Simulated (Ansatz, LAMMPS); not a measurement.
**Forces and charges in Li+ triflate in propylene carbonate and dimethoxyethane at 410 K (166 atoms)**

What does DFT give for Li+ triflate in propylene carbonate and dimethoxyethane at 410 K (166 atoms) as built?

Program: Ansatz 0.2.0. Level of theory: Kohn-Sham DFT, LDA, PAW (set soft_2), plane waves. Results are calculated unless marked as measured.

## (1) The structure

The cell holds 166 atoms: 42 C, 30 O, 84 H, 2 S, 6 F and 2 Li. Cell: a = 12.607 Å, b = 12.607 Å, c = 12.607 Å, α = 90.0°, β = 90.0°, γ = 90.0°. 4 propylene carbonate, 6 dimethoxyethane, 2 Li+, 2 triflate placed at random, at 1.04 g/cm³; overlaps pushed apart, then 10 ps at 550 K with Joung-Cheatham ions (J. Phys. Chem. B 112, 9020 (2008)); MMFF94 bonds, angles, torsions, charges and radii (Halgren, J. Comput. Chem. 17, 490 (1996)) in harmonic and 12-6 forms; charges of ions scaled by 0.8. Snapshot after 30 ps at 410 K and fixed volume.

Limits known from the start: The network of contacts between molecules at the start is that of the classical potential that made the cell, and needn't be the one that DFT or experiment would give. The functional has no dispersion term, which matters for the binding between molecules or layers, where LDA binds through overlap of densities alone. The density was typed from a rule of thumb and may lie off the real one at this temperature. Sampling is at Γ alone, for a cell whose shortest periodic width is 13 Å.

## (2) How the cell was made

A classical potential supplies the starting structure, since it reaches far longer times than DFT.

This step: classical MD, Joung-Cheatham ions (J. Phys. Chem. B 112, 9020 (2008)); MMFF94 bonds, angles, torsions, charges and radii (Halgren, J. Comput. Chem. 17, 490 (1996)) in harmonic and 12-6 forms; charges of ions scaled by 0.8 (LAMMPS 22 Jul 2025 - Update 4).

in.lmp reads:

```
# Li+ triflate in propylene carbonate and dimethoxyethane
units real
atom_style full
boundary p p p
bond_style harmonic
angle_style harmonic
dihedral_style opls
improper_style harmonic
special_bonds lj 0 0 0.5 coul 0 0 0.75
read_data data.lmp
neigh_modify delay 0 every 1 check yes one 4000
comm_modify cutoff 12.0
timestep 0.5
thermo_style custom step time temp pe press density
thermo_modify norm yes
# push overlapping molecules apart
pair_style soft 2.6
pair_coeff * * 0.0
variable a equal ramp(1,60)
fix ad all adapt 1 pair soft a * * v_a
velocity all create 550 849355 mom yes dist gaussian
fix lim all nve/limit 0.03
fix lan all langevin 550 550 50 849356 zero yes
thermo 1000
run 3000 post no
unfix ad
pair_style lj/cut/coul/long 9.0
pair_modify mix arithmetic tail yes
pair_coeff 1 1 0.0678 3.3680   # C
pair_coeff 2 2 0.0763 3.0430   # O
pair_coeff 3 3 0.0216 2.5400   # H
pair_coeff 4 4 0.0678 3.4070   # C
pair_coeff 5 5 0.0763 2.9870   # O
pair_coeff 6 6 0.0763 3.0960   # O
# [... 21 lines left out ...]
compute msd all msd com yes
thermo 7500
fix md all nvt temp 410 410 100
run 30000 post no
print "== T410: mean square displacement over the hold $(c_msd[4]:%.2f) A^2"
unfix md
uncompute msd
write_dump all custom T410.dump id type xs ys zs modify sort id
```

Run with:

```console
$ lmp -in in.lmp -log none -nocite
```

The log of the run:

```text
LAMMPS (22 Jul 2025 - Update 4)
Reading data file ...
  orthogonal box = (0 0 0) to (12.60744 12.60744 12.60744)
  166 atoms
  orthogonal box = (0 0 0) to (12.60744 12.60744 12.60744)
  156 bonds
  272 angles
  256 dihedrals
  4 impropers
   Step          Time           Temp          PotEng         Press         Density
         0   0              550            0.71638855    -3482.1153      1.0449991
      1000   500            495.91524      2.0359523      21117.084      1.0449991
      2000   1000           481.18755      2.0869881      12633.59       1.0449991
      3000   1500           508.28148      2.0134289      16779.388      1.0449991
Loop time of 0.24317 s on 1 MPI rank(s) for 3000 steps with 166 atoms
PPPM initialization ...
WARNING: System is not charge neutral, net charge = -0.00016
  G vector (1/distance) = 0.30239783
  grid = 8 8 8
  estimated relative force accuracy = 2.0139696e-05
   Step          Time           Temp          PotEng         Press         Density
      3000   1500           508.28148      2.3955217      2419.6073      1.0449991
      3100   1550           508.28148      0.26279943     4463.1552      1.0449991
      3200   1600           508.28148      0.057448381    2651.8657      1.0449991
      3300   1650           508.28148     -0.046399329    3458.5081      1.0449991
[... 3 lines left out ...]
  Energy initial, next-to-last, final =
      2.39552172370918 -0.0458739401465633 -0.046399328856611
  Force two-norm initial, final = 615.73802 14.868526
  Iterations, force evaluations = 300 593
   Step          Time           Temp          PotEng         Press         Density
         0   0              550           -0.046399329    3926.5657      1.0449991
      1000   500            500.50886      1.1572431      3490.2125      1.0449991
      2000   1000           518.70368      1.2644489      7423.4557      1.0449991
Loop time of 0.694565 s on 1 MPI rank(s) for 2000 steps with 166 atoms
   Step          Time           Temp          PotEng         Press         Density
      2000   1000           518.70368      1.2644489      7423.4557      1.0449991
[... 5 lines left out ...]
Loop time of 3.90987 s on 1 MPI rank(s) for 10000 steps with 166 atoms
   Step          Time           Temp          PotEng         Press         Density
[... 4 lines left out ...]
Loop time of 1.92388 s on 1 MPI rank(s) for 5000 steps with 166 atoms
   Step          Time           Temp          PotEng         Press         Density
[... 2 lines left out ...]
     30000   29000          405.65605      0.91957287    -1876.0152      1.0449991
     37500   36500          376.92778      0.95980961    -8922.2983      1.0449991
     45000   44000          412.96309      0.78337828    -1695.5447      1.0449991
     47000   46000          402.58245      0.87939965    -6237.0989      1.0449991
Loop time of 11.0264 s on 1 MPI rank(s) for 30000 steps with 166 atoms
== T410: mean square displacement over the hold 44.67 A^2
```

Elapsed: 18 s, on 1 thread of AMD EPYC 9R45, shared host; peak memory 0.13 GiB.

The input also reads data.lmp (atoms, bonds and types; not printed here).

## (3) Plane-wave single point

The electrons are solved once, with the atoms held.

input.yaml reads:

```yaml
crystal:
  lattice:
    - [12.60744, 0.0, 0.0]
    - [0.0, 12.60744, 0.0]
    - [0.0, 0.0, 12.60744]
  atoms:
    - { symbol: C, position: [0.47497, 0.223, 0.964] }
    - { symbol: O, position: [0.44259, 0.214, 0.07403] }
    - { symbol: C, position: [0.4061, 0.31247, 0.10562] }
    - { symbol: C, position: [0.33301, 0.30059, 0.20762] }
    - { symbol: O, position: [0.27307, 0.20039, 0.20571] }
    - { symbol: C, position: [0.21143, 0.18884, 0.10917] }
    - { symbol: H, position: [0.40068, 0.2218, 0.9101] }
    - { symbol: H, position: [0.52323, 0.15615, 0.93303] }
    - { symbol: H, position: [0.52497, 0.29429, 0.95499] }
    - { symbol: H, position: [0.36436, 0.3529, 0.03514] }
    - { symbol: H, position: [0.47352, 0.35862, 0.12783] }
    - { symbol: H, position: [0.27999, 0.36738, 0.20509] }
    - { symbol: H, position: [0.37644, 0.30042, 0.28113] }
    - { symbol: H, position: [0.17273, 0.1164, 0.10924] }
    - { symbol: H, position: [0.25493, 0.1861, 0.04112] }
    - { symbol: H, position: [0.15745, 0.25671, 0.10048] }
    - { symbol: C, position: [0.11582, 0.08986, 0.38168] }
    - { symbol: O, position: [0.00828, 0.09675, 0.40765] }
    - { symbol: C, position: [0.95515, 0.99533, 0.41315] }
    - { symbol: C, position: [0.00098, 0.90481, 0.48796] }
    - { symbol: O, position: [0.91652, 0.82987, 0.51067] }
    - { symbol: C, position: [0.94354, 0.78603, 0.61333] }
    - { symbol: H, position: [0.13185, 0.04084, 0.30776] }
    - { symbol: H, position: [0.15833, 0.05439, 0.44671] }
    - { symbol: H, position: [0.1494, 0.16897, 0.37276] }
    - { symbol: H, position: [0.95616, 0.97208, 0.32953] }
    - { symbol: H, position: [0.87693, 0.0116, 0.43657] }
    - { symbol: H, position: [0.02456, 0.94366, 0.56235] }
    - { symbol: H, position: [0.07697, 0.86901, 0.46116] }
    - { symbol: H, position: [0.91727, 0.83832, 0.68313] }
    - { symbol: H, position: [0.02565, 0.77022, 0.62223] }
    - { symbol: H, position: [0.90103, 0.70878, 0.62063] }
    [... 128 atom lines left out ...]
    - { symbol: C, position: [0.861, 0.5365, 0.96178] }
    - { symbol: F, position: [0.88322, 0.55938, 0.86286] }
    - { symbol: F, position: [0.83804, 0.42955, 0.96269] }
    - { symbol: F, position: [0.95207, 0.55565, 0.01418] }
    - { symbol: Li, position: [0.83127, 0.83674, 0.09246] }
    - { symbol: Li, position: [0.56579, 0.69133, 0.83586] }
kpoints:
  mp_grid: { grid: [1, 1, 1] }
hamiltonian:
  xc: lda
scf:
  occupations: { method: gaussian, width: 0.025 }
output:
  forces: true
  stress: true
  populations: intrinsic
  dos:
    method: { smearing: { sigma: 0.1 } }
    de: 0.1
    projected: { site_lists: { C: [C], F: [F], H: [H], Li: [Li], O: [O] } }
  eigenvalues: true
  write_density: true
  write_potential: true
  volumetric_format: npy
```

Run with:

```console
$ ansatz run input.yaml --threads 8 --pin off --max-ram 15872MiB --backend cpu --events-out ev --progress --plain --runs-dir out
```

The log of the run:

```text
Engine: ansatz 0.2.0, x86_64-unknown-linux-gnu
Pseudopotentials: kind: paw
Pseudopotential: C, paw, valence charge 4, recommended cutoff 420 eV (normal), C.paw.azcp
Pseudopotential: O, paw, valence charge 6, recommended cutoff 420 eV (normal), O.paw.azcp
Pseudopotential: H, paw, valence charge 1, recommended cutoff 420 eV (normal), H.paw.azcp
Pseudopotential: S, paw, valence charge 6, recommended cutoff 420 eV (normal), S.paw.azcp
Pseudopotential: F, paw, valence charge 7, recommended cutoff 420 eV (normal), F.paw.azcp
Pseudopotential: Li, paw, valence charge 3, recommended cutoff 420 eV (normal), Li.paw.azcp
[... 3 lines on functional and potentials left out ...]
Crystal: 166 atoms, lattice volume = 2003.922 Å³
Basis set: ecut = 420 eV, 39127 PW (Γ)
Bands: 412, of which v1, the nominal top of the filled ones, is band 246 counted from 1 (245 counted from 0)
Symmetry: 1 space group operations
Space group: P1 (ITA 1), of the structure as read, at distance tolerance 1.3e-4 Å
k-points: 1
[... 17 lines on functional and potentials left out ...]
Initial density: superposition of atomic densities (neutral atoms: chi_scale 0, normalization atom), corrected by the library's trained network
Initial wavefunctions: pseudopotential atomic-orbital guess
Functional: x = slater, c = lda
SCF iter   1: F=—  HF=-35057.462203 eV  |F-HF|=—  |Δ(HF+E_count)|=         —  Δρ=9.75e-3  dr2=1.62e0  ethr=1.77e-3  ⟨swp⟩=6.0  Hψ=1745  notcnv=0  defer=140
preconditioner: auto → Resta (q_TF=auto, 2.159 Å⁻¹)  ε∞=2.3  [insulator: Δε(μ)=4.139 eV  Ē_g=15.389 eV  σ=0.025 eV  W_gap=1.00  n_scr=340 (ndim 8)  ℏωp=17.9 eV  f_vac=0.327  D(μ)=0.00/eV (n_scr^D=0)  ε∞_Penn≈2.3]
SCF iter   2: F=—  HF=-35056.981380 eV  |F-HF|=—  |Δ(HF+E_count)|=   4.81e-1  Δρ=3.96e-3  dr2=2.89e-1  ethr=3.28e-4  ⟨swp⟩=2.0  Hψ=641  notcnv=0  defer=158
SCF iter   3: F=—  HF=-35056.914081 eV  |F-HF|=—  |Δ(HF+E_count)|=   6.73e-2  Δρ=1.85e-3  dr2=7.69e-2  ethr=5.88e-5  ⟨swp⟩=4.0  Hψ=510  notcnv=0  defer=158
SCF iter   4: F=—  HF=-35056.900716 eV  |F-HF|=—  |Δ(HF+E_count)|=   1.34e-2  Δρ=6.95e-4  dr2=1.24e-2  ethr=1.56e-5  ⟨swp⟩=3.0  Hψ=499  notcnv=0  defer=158
SCF iter   5: F=—  HF=-35056.901367 eV  |F-HF|=—  |Δ(HF+E_count)|=   6.51e-4  Δρ=3.98e-4  dr2=3.65e-3  ethr=2.52e-6  ⟨swp⟩=3.0  Hψ=715  notcnv=0  defer=159
SCF iter   6: F=—  HF=-35056.901684 eV  |F-HF|=—  |Δ(HF+E_count)|=   3.16e-4  Δρ=1.58e-4  dr2=6.43e-4  ethr=7.43e-7  ⟨swp⟩=3.0  Hψ=492  notcnv=0  defer=159
SCF iter   7: F=—  HF=-35056.901938 eV  |F-HF|=—  |Δ(HF+E_count)|=   2.54e-4  Δρ=5.05e-5  dr2=6.21e-5  ethr=1.31e-7  ⟨swp⟩=2.0  Hψ=487  notcnv=0  defer=159
SCF iter   8: F=—  HF=-35056.902409 eV  |F-HF|=—  |Δ(HF+E_count)|=   4.71e-4  Δρ=2.90e-5  dr2=1.64e-5  ethr=1.26e-8  ⟨swp⟩=2.0  Hψ=494  notcnv=0  defer=159
SCF iter   9: F=—  HF=-35056.902421 eV  |F-HF|=—  |Δ(HF+E_count)|=   1.22e-5  Δρ=8.87e-6  dr2=1.87e-6  ethr=3.33e-9  ⟨swp⟩=2.0  Hψ=492  notcnv=0  defer=159
SCF iter  10: F=—  HF=-35056.902424 eV  |F-HF|=—  |Δ(HF+E_count)|=   3.44e-6  Δρ=4.51e-6  dr2=4.66e-7  ethr=3.80e-10  ⟨swp⟩=2.0  Hψ=486  notcnv=0  defer=159
SCF iter  11: F=—  HF=-35056.902425 eV  |F-HF|=—  |Δ(HF+E_count)|=   7.88e-7  Δρ=2.19e-6  dr2=1.00e-7  ethr=9.48e-11  ⟨swp⟩=2.0  Hψ=495  notcnv=0  defer=159
SCF iter  12: F=-35056.902425 eV  HF=-35056.902425 eV  |F-HF|=3.13e-8  |Δ(HF+E_count)|=   1.59e-7  Δρ=6.87e-7  dr2=1.16e-8  ethr=2.03e-11  ⟨swp⟩=19.0  Hψ=3919  notcnv=0
SCF 1 converged in 12 iterations: F = -35056.902425 eV  dr2 = 1.16e-8
  greatest PAW one-centre occupation: 1.000 electrons in one spin orbital (limit 2), on the Li atom at site 164 (counted from 0), in its partial waves of l = 0
SCF converged after 12 iterations
Free energy (F): -35056.902425 eV
Harris-Foulkes:  -35056.902425 eV  (|F-HF|=3.13e-8)
Internal energy: -35056.902425 eV  (E = F + TS)
E sigma→0 (E₀):  -35056.902425 eV
Fermi energy:    0.940838 eV
--- Per-component energies (eV) ---
  E_band       = -4715.644947
  E_kinetic    = 11685.369399
  E_local      = -49651.517990  (includes V_loc(G=0)·N_el)
  E_nonlocal   = 3263.897190
  E_hartree    = 19451.401347
  E_xc         = -5545.524675
  E_vxc        = -6993.545729  (∫ρ·V_xc dr)
  E_paw        = -10619.782135  (= ΣΔE_a)
  E_vpaw       = -1922.621773  (= ΣTr[D̂ρ^β])
  E_aug_tail   = -0.023943  (compensation charges beyond the density's cutoff)
  E_ewald      = -3647.254135
  E_core_change = 6.532515  (= ΣΔE_core)
  E_smearing   = -0.000000  (= −TS)
  E_closure    = -0.000000  (closes the sum)
  Σ components = -35056.902425   (vs F -35056.902425, Δ=0.00e0)
--- Forces (eV/Å), atoms counted from 1 ---
  atom   1  C     -0.96082372    -0.42225450     0.01028233
  atom   2  O      0.62784154    -0.75841331    -1.67678009
  atom   3  C     -1.86955440    -0.50034063     0.59197752
  atom   4  C     -0.29428871    -2.17484668    -2.56505885
  atom   5  O      0.25953611     1.18824811    -1.07389438
  atom   6  C      0.24343149     2.38200585     3.33455397
  atom   7  H      0.96932866     0.47240016     0.78182487
  atom   8  H     -0.10381180    -0.06950185     0.77085323
  atom   9  H     -0.20107843     0.09288881    -0.26067574
  atom  10  H      0.21331564    -0.39967167     1.06283372
  atom  11  H      0.93391985     1.23501465     0.26104590
  atom  12  H     -0.77198650     0.86181569     0.17935464
  atom  13  H      0.59123099    -0.15752052     0.53524637
  atom  14  H     -1.46183374    -2.02454796     0.61172560
[...]
atom 165  Li     0.29084155     0.32578460     0.03559128
  atom 166  Li     0.25583369     0.18121719     0.15605859
  max |Σ_I F_I| component: 6.78e-5 eV/Å
--- Stress (GPa, compression-positive) ---
       -1.158023      -0.564192      -0.667409
       -0.564192      -0.761291       0.726031
       -0.667409       0.726031      -1.894441
  P = ⅓ Tr σ = -1.2713 GPa (-12.713 kbar)
--- Band table (eV) ---
  k-point 0: bands = ["-43.9501", "-43.9322", "-29.1946", "-28.4546", [... 396 levels ...], "9.5548", "9.5780", "9.6416", "9.6917", "9.7120", "9.7533", "9.7799", "9.8039", "9.8335", "9.8682", "9.8876", "9.9382"]
--- intrinsic populations: 166 sites ---
  site symbol       q [e]
     0      C      4.3342
     1      O      6.3867
     2      C      4.1432
[...]
165     Li      2.2388
  spilling = -0.000000 (of n_electrons = 492.000000)
```

It took 8.2 s on 8 threads of AMD EPYC 9R45, shared host; peak memory 2.6 GiB; 58 s of CPU time.

The column dr2 measures how far the density is from self-consistency, as an energy; F and HF (Harris–Foulkes) agree once it is small.

Read from the output:

* free energy: -35056.9024 eV
* free energy per atom: -211.1862 eV/atom
* SCF cycles: 12
* pressure: -1.271 GPa
* r.m.s. force component: 1.073 eV/Å
* longest force: 4.513 eV/Å
* Fermi energy: 0.9408 eV
* gap (highest filled to lowest empty level): 3.982 eV

Neighbours are counted within 1.34 Å (H-C), 1.85 Å (C-C), 1.73 Å (C-O), 1.62 Å (C-F), 2.21 Å (C-S), 2.58 Å (O-Li), 1.88 Å (O-S).

Length of the force by element and coordination:

| element | coordination | atoms | mean length of the force (eV/Å) | spread | least | most |
| --- | --- | --- | --- | --- | --- | --- |
| C | all | 42 | 2.14 | 0.992 | 0.874 | 4.11 |
| C | 3 | 4 | 2.65 | 1.02 | 0.937 | 3.64 |
| C | 4 | 38 | 2.09 | 0.974 | 0.874 | 4.11 |
| F | all | 6 | 1.26 | 0.575 | 0.401 | 2.13 |
| H | all | 84 | 1.13 | 0.653 | 0.254 | 3.57 |
| Li | all | 2 | 0.394 | 0.044 | 0.350 | 0.438 |
| O | all | 30 | 2.07 | 1.03 | 0.499 | 4.51 |
| O | 1 | 6 | 2.05 | 1.14 | 0.712 | 3.25 |
| O | 2 | 20 | 2.22 | 1.03 | 0.499 | 4.51 |
| O | 3 | 4 | 1.36 | 0.155 | 1.09 | 1.47 |
| S | all | 2 | 3.48 | 0.140 | 3.34 | 3.62 |

Intrinsic-atomic-orbital charges by element and coordination:

| element | coordination | atoms | mean charge (e) | spread | least | most |
| --- | --- | --- | --- | --- | --- | --- |
| C | all | 42 | -0.120 | 0.331 | -0.591 | 0.647 |
| C | 3 | 4 | 0.632 | 0.0145 | 0.609 | 0.647 |
| C | 4 | 38 | -0.199 | 0.235 | -0.591 | 0.567 |
| F | all | 6 | -0.263 | 0.0194 | -0.290 | -0.238 |
| H | all | 84 | 0.185 | 0.0238 | 0.131 | 0.236 |
| Li | all | 2 | 0.760 | 0.0016 | 0.758 | 0.761 |
| O | all | 30 | -0.498 | 0.229 | -0.967 | -0.292 |
| O | 1 | 6 | -0.782 | 0.223 | -0.962 | -0.461 |
| O | 2 | 20 | -0.431 | 0.182 | -0.967 | -0.292 |
| O | 3 | 4 | -0.405 | 0.008 | -0.418 | -0.397 |
| S | all | 2 | 2.22 | 0.0399 | 2.18 | 2.26 |

States in the cell by windows of 1 eV, zero at the Fermi level; the larger projections on atomic orbitals stand beside the total:

| from (eV) | to (eV) | total | C p | O p | H s | F p |
| --- | --- | --- | --- | --- | --- | --- |
| -10 | -9 | 20.4 | 8.3 | 6.4 | 2.9 | 0.4 |
| -9 | -8 | 50.5 | 20.1 | 14.9 | 6.9 | 4.1 |
| -8 | -7 | 56.5 | 18.3 | 17.1 | 7.0 | 9.6 |
| -7 | -6 | 44.4 | 17.0 | 10.4 | 7.5 | 7.6 |
| -6 | -5 | 45.4 | 20.5 | 11.4 | 11.5 | 0.3 |
| -5 | -4 | 39.6 | 9.6 | 21.5 | 6.0 | 0.4 |
| -4 | -3 | 34.1 | 4.3 | 24.6 | 3.3 | 0.4 |
| -3 | -2 | 19.7 | 1.7 | 14.6 | 3.0 | 0.0 |
| -2 | -1 | 2.3 | 0.3 | 1.6 | 0.4 | 0.0 |
| -1 | 1 | 0.0 | 0.0 | 0.0 | 0.0 | 0.0 |
| 1 | 2 | 1.0 | 0.4 | 0.3 | 0.1 | 0.0 |
| 2 | 3 | 20.8 | 6.1 | 3.5 | 3.6 | 0.2 |
| 3 | 4 | 36.3 | 8.5 | 2.1 | 7.5 | 0.6 |
| 4 | 5 | 42.3 | 8.9 | 2.5 | 8.6 | 0.5 |

Between -26 and -10 eV lie 159 more states.

The stored curve holds about 472 of the 492 electrons; the rest, give or take the few that broadening carries across the Fermi level, lie in deeper levels below its range.

Not all projections were asked for or kept, so they needn't add up to the total.

The levels nearest the highest filled one (over half full), pooled over k-points and spins:

| level less the highest filled one (eV) | occupation |
| --- | --- |
| -0.342 | 2 |
| -0.286 | 2 |
| -0.225 | 2 |
| -0.149 | 2 |
| -0.0821 | 2 |
| 0 | 2 |
| 3.98 | 0 |
| 4.02 | 0 |
| 4.20 | 0 |
| 4.23 | 0 |
| 4.28 | 0 |
| 4.50 | 0 |

Electrostatic potential energy in the ab plane at fractional z = 0.020, with atoms of H and C and O and S and F within 0.2 Å of it. With pseudopotentials it is smooth inside the atoms' cores, unlike the true potential.

Ten even steps from '0' (-38 eV) to '9' (5 eV), each cell a mean:
```
999999999999999999889999999999999878
699999999999998886102899999999998201
578899999999877764001799999999998200
001689999999511101457999999998899865
001689999999634323789999999998899986
767899999999998888999999999535899998
999999999999999999999999996000699999
999999999999999999999999874003899999
999999999999999999999998610016899999
899999999999999999999998500005787424
699999999999999999999999852257664000
899999999999999999999999998888766434
999999999999999999999999999998888999
999999999999999999999999999998789999
999999988999878999999999999999999999
999999999999517999999999999999999999
999999999999988899999999999999999999
999999999999999877899999999999999999
999999998789998645799999999999999999
999999997379999877899999999999999999
999999999899999999999999999999999999
999999999999999999999999999999999999
999999999999999999999999999999999999
999999999999999999999999999999999999
```
Columns run along a (12.6 Å; values clipped at the 3rd and 97th percentile), rows up along b (12.6 Å). Atoms in or near the plane, at fractional coordinates: H at (0.36, 0.35), C at (0.03, 0.82), O at (0.96, 0.91), O at (0.53, 0.90), S at (0.74, 0.61), O at (0.78, 0.72), F at (0.95, 0.56).

(Part 1 of 2 ends here.)

[Logs are printed without paths, hosts, clocks, repeated set-up lines and the standing remarks that a program may print on its own settings, such as how far it seeks lower states.]

[Hosts, paths, dates, database ids (printed as entryN), source tags and the programs' standing remarks are cut or masked in the printed files.]

[The MMFF94 radii named for the starting cell were scaled by 0.96; in molecules described by MMFF94, hydrogen bound to N, O or S took a small fixed 12-6 site in their place.]
